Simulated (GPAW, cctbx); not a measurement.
# How far are the atoms of KCr3 from free atoms?

Aim: compute the bonding part of the density of KCr3, find which reflections carry it, and see how it biases an ordinary refinement.

The cell comes from substitution in a known structure type and wasn't matched to any measured phase. All numbers below are calculated.

**1. Find the equilibrium geometry**

The density hangs on the geometry, so cell and atoms are relaxed first, with the symmetry held. The cutoff is set higher than for the density because stress converges slowly with plane waves.

Settings: GPAW 26.7.0, PBE, 570 eV, 4×4×4 k-points, Fermi–Dirac width 0.1 eV, spin-polarised, BFGS to 0.03 eV/Å.

```text
cell
1.0
     0.000000000    0.000000000    5.442000000
     6.445000000    0.000000000    0.000000000
    -3.222500000    5.581533727    0.000000000
Cr K
6 2
Direct
0.750000000 0.337799991 0.168899996
0.750000000 0.831100004 0.168899996
0.750000000 0.831100004 0.662200009
0.250000000 0.662200009 0.831100004
0.250000000 0.168899995 0.831100004
0.250000000 0.168899995 0.337799991
0.250000000 0.666666667 0.333333333
0.750000000 0.333333333 0.666666667
```

```console
$ OMP_NUM_THREADS=1 mpirun -n 4 gpaw python run.py > gpaw.log
```

```text
BFGS:    0      -45.569892        0.595961
BFGS:    1      -45.601570        0.566531
BFGS:    2      -45.927354        0.239490
BFGS:    3      -45.947873        0.278132
...
BFGS:   14      -46.201251        0.069353
BFGS:   15      -46.200234        0.032031
BFGS:   16      -46.199328        0.015250
cell  5.0129 7.2510 7.2510  120.00 90.00 90.00
volume 228.249 A^3, largest force 0.014 eV/A, largest stress 0.05 GPa
```

The cell moved far, while the k-mesh and basis were chosen for the start, so the final shape may be somewhat biased.

After 16 steps the volume has changed by +16.6 % and the energy by -0.629 eV; the largest stress left is 0.05 GPa. It took 20 min on 4 cores of Arm Neoverse V1 (shared host), peak memory 1.9 GiB.

Relaxed structure: P6_3/mmc (no. 194), a = 7.2510 Å, b = 7.2510 Å, c = 5.0129 Å, α = 90.00°, β = 90.00°, γ = 120.00°.

```csv
atom,mult.,x,y,z
Cr1,6,0.2648,0.1324,3/4
K1,2,2/3,1/3,1/4
```

**2. Density and charge transfer**

X-rays see the whole electron density, so the PAW density is rebuilt with its core regions. Subtracting spherical free atoms from the same code cancels the cores and leaves the deformation density Δρ, the part due to bonding.

Settings: PBE, 450 eV, 5×4×4 k-points (along the axes of the calculation cell), Fermi–Dirac width 0.1 eV, spin-polarised; primitive cell of 8 atoms.

```console
$ OMP_NUM_THREADS=1 mpirun -n 4 gpaw python run.py > gpaw.log
```

```text
|iter:   1|       0s |  -50.087274 | -0.07 |       | +18.0479|
|iter:   2|       3s |  -46.934237 | -1.10 | -0.44 | +18.3770|
|iter:   3|       6s |  -44.594998 | -0.27 | -0.53 | +20.9817|
...
|iter:  16|      48s |  -45.961938c| -6.59 | -4.81c| +27.5634|
|iter:  17|      52s |  -45.961937c| -7.03 | -4.79c| +27.5630|
|iter:  18|      55s |  -45.961938c| -7.41c| -5.46c| +27.5630|
```

```text
grid (50, 72, 72)  electrons 182.000  moved by bonding 1.470 e
deformation density beyond 0.5 A of the nuclei: max 0.067, min -0.189 e/A^3
atom        x       y       z   Voronoi charge  moment
Cr1    0.7500  0.2648  0.1324     -0.018       3.64
Cr2    0.7500  0.8676  0.1324     -0.018       3.64
Cr3    0.7500  0.8676  0.7352     -0.018       3.64
Cr4    0.2500  0.7352  0.8676     -0.018       3.64
Cr5    0.2500  0.1324  0.8676     -0.018       3.64
Cr6    0.2500  0.1324  0.2648     -0.018       3.64
K 7    0.2500  0.6667  0.3333      0.053       0.03
K 8    0.7500  0.3333  0.6667      0.053       0.03
mean inner potential of superposed free atoms 12.410 V
total magnetic moment 27.563 muB
```

Deformation density in a plane through the shortest contact of the Cr atom at the origin, in 0.01 e/Å³ (clipped at ±99); x from -1.6 to 4.5 Å, y from 2.4 down to -2.4 Å:

```text
  0  -1   0   1   1  -1  -1   .   .  -1  -1   1   1   0  -1   0
 -1   0   0   1   1   0  -5 -12 -12  -5   0   1   1   0   0  -1
  0   0   1   1   2   2   0  -3  -3   0   2   2   1   1   0   0
  0   0   0   0   1   2   2   1   1   2   2   1   0   0   0   0
  0   0  -1  -2  -4  -3   0   2   2   0  -3  -4  -2  -1   0   0
  0  -1  -3   1   . -12  -3   1   1  -3 -12   .   1  -3  -1   0
  0  -1  -5   .   .   .  -5   1   1  -5   .   .   .  -5  -1   0
  0  -1  -3  -8   .  -2  -2   2   2  -2  -2   .  -8  -3  -1   0
  0   0  -2  -4  -3  -1   0   2   2   0  -1  -3  -4  -2   0   0
  0   0   0  -1  -1   0   1   1   1   1   0  -1  -1   0   0   0
  0   0   0   0   0   0   0   1   1   0   0   0   0   0   0   0
  0   0   0   0   0   0   0   0   0   0   0   0   0   0   0   0
  0   0   0   0   0  -1  -1  -1  -1  -1  -1   0   0   0   0   0
```

Atoms in or within 0.15 Å of the plane: Cr (0.0, 0.0), Cr (2.9, 0.0) Å. Dots mark points within about 0.45 Å of a nucleus; large values next to them are atomic features.

Cr gains most (-0.02 e) and K loses most (+0.05 e), as electronegativity suggests. Along the shortest contact from the Cr atom at the map's origin, Cr–Cr at 2.88 Å, Δρ is +0.02 e/Å³ at the midpoint: little piles up between the atoms, as is usual in a metallic crystal, which this run finds. Point values carry grid noise of about 0.01 e/Å³. The cell's moment is 27.56 μB; the largest inside an atomic sphere is 3.64 μB. The run needed 18 iterations, 65 s.

**3. Structure factors**

The Fourier components of Δρ, added to those of the free atoms, give the static X-ray structure factors; the Mott–Bethe relation turns them into the Fourier components V of the potential that fast electrons feel.

```text
static structure factors of the conventional cell: F in electrons, V (Mott-Bethe) in volts
   h  k  l      d  |F| table  |F| free   |F| DFT   change   |V| free  |V| DFT  change %
   1  0  0  6.2796    39.007    38.895    39.094    0.199     1.806    1.648     -8.7
   1  0  1  3.9177     7.459     7.553     7.685    0.132     0.670    0.630     -6.0
   1  1  0  3.6255     6.776     6.894     7.085    0.191     0.640    0.589     -7.9
   2  0  0  3.1398    61.001    60.757    60.420   -0.336     2.841    2.907      2.3
   2  0  1  2.6609   105.757   105.258   104.605   -0.652     4.569    4.662      2.0
   0  0  2  2.5065   137.179   136.499   135.446   -1.053     5.740    5.873      2.3
   2  1  0  2.3734    43.253    43.074    42.909   -0.164     1.805    1.823      1.0
   1  0  2  2.3279    31.231    30.952    30.522   -0.430     1.113    1.159      4.2
   2  1  1  2.1452    26.061    25.776    25.456   -0.320     0.810    0.840      3.6
   3  0  0  2.0932    19.592    19.332    19.100   -0.232     0.537    0.557      3.8
   1  1  2  2.0617     4.864     4.988     5.106    0.118     0.370    0.359     -2.7
   2  0  2  1.9588    50.432    50.264    50.153   -0.112     1.914    1.923      0.4
   3  0  1  1.9316    70.422    70.107    69.743   -0.363     2.531    2.558      1.1
   2  2  0  1.8127    71.948    71.797    71.793   -0.004     2.686    2.686      0.0
```

The largest X-ray change is -1.05 e on 002, 0.8 % of |F|. For electrons V goes as (Z − F)/g², so a change of F counts against Z − F, which is small at low angle and wherever the atoms' terms cancel: |V| of 100 moves by -8.7 % (1.81 to 1.65 V) against +0.5 % in |F|. The last three rows still change by up to 0.36 e; the table stops while the angles are still low. The tabulated Hartree–Fock atoms differ from the free DFT atoms by up to 0.68 e, so the choice of reference atom matters too.

**4. The functional ladder**

The same geometry is run with other functionals, to see whether the bonding signal is larger than the spread between approximations. Free atoms are LDA for LDA and PBE otherwise; meta-GGAs and hybrids keep PBE cores. Any other changed setting is in the row's label.

```
 run  ΔF 002 (e)  ΔF 201 (e)  ΔF 102 (e)  q(Cr) (e)  moved (e)     time
 PBE      -1.053      -0.652      -0.430     -0.018      1.470     65 s
 LDA      -1.034      -0.676      -0.407     -0.016      1.455    2 min
SCAN      -1.002      -0.557      -0.457     -0.037      1.456  4.2 min
```

At the base's settings ΔF(002) spans -1.053 to -1.002 e, a spread of 5 % of the PBE value; over the three listed reflections the spread is at most 18 %, so sign and size hold across the functionals. Times are from shared hosts.

**5. What a spherical-atom refinement makes of it**

Routine crystallography fits spherical atoms. To see the bias, intensities are simulated from tabulated atoms plus the DFT change ΔF, so that bonding alone can misfit (10072 reflections of the full sphere, merged to the counts below, to 0.45 Å, 1.5 % proportional noise plus counting noise, assumed isotropic U as listed, Δρ smeared by the mean U) and refined with cctbx over different ranges.

```
                    range  data      R1  GooF  U Cr1 (true 0.0041)  U K1 (true 0.0044)  largest shift (Å)  Δρ max, min (e/Å³)
                 all data   533  0.0048  1.08               0.0041              0.0044             0.0000         0.15, -0.19
 low resolution, d > 0.84    96  0.0039  1.21               0.0039              0.0043             0.0001         0.06, -0.08
     high order, d < 0.75   402  0.0051  1.02               0.0041              0.0044             0.0000         0.12, -0.17
occupancies free, d > 0.7   156  0.0041  1.15               0.0040              0.0045             0.0001         0.09, -0.11
```

With all data GooF is 1.08, so at this noise the bonding hardly shows; the top residual peak, near noise level, lies 1.66 Å from Cr and 1.66 Å from Cr, between them. No U is off by more than 3 s.u. at low resolution. With Cr1 held at 1 and the scale free, the other occupancies refine to K1 1.003(0.001), within three s.u. of full.

**6. Answer**

Bonding moves 1.47 e in the primitive cell of KCr3 and changes the structure factors of the conventional cell in the table above by at most 1.05 e (002, 0.8 %), and among reflections above 2 % of the strongest by up to 2.8 % (110). The shortest bond, Cr–Cr, has Δρ = +0.02 e/Å³ at its midpoint, with no localised bond charge. At the base's settings ΔF(002) spans -1.053 to -1.002 e, a spread of 5 % of the PBE value; over the three listed reflections the spread is at most 18 %, so sign and size hold across the functionals. With all data GooF is 1.08, so at this noise the bonding hardly shows. Limits: static density, frozen cores, no spin–orbit coupling; a ferromagnetic start is the only order tried, and the real ground state may be antiferromagnetic or insulating.

[Outputs are excerpts: Python notices, other lines and further rows are left out; steps that failed or that the build refused (PBEsol, TPSS) are not shown.]

[Logs are printed without paths, hosts, clocks, repeated set-up lines and the standing remarks that a program may print on its own settings, such as how far it seeks lower states.]
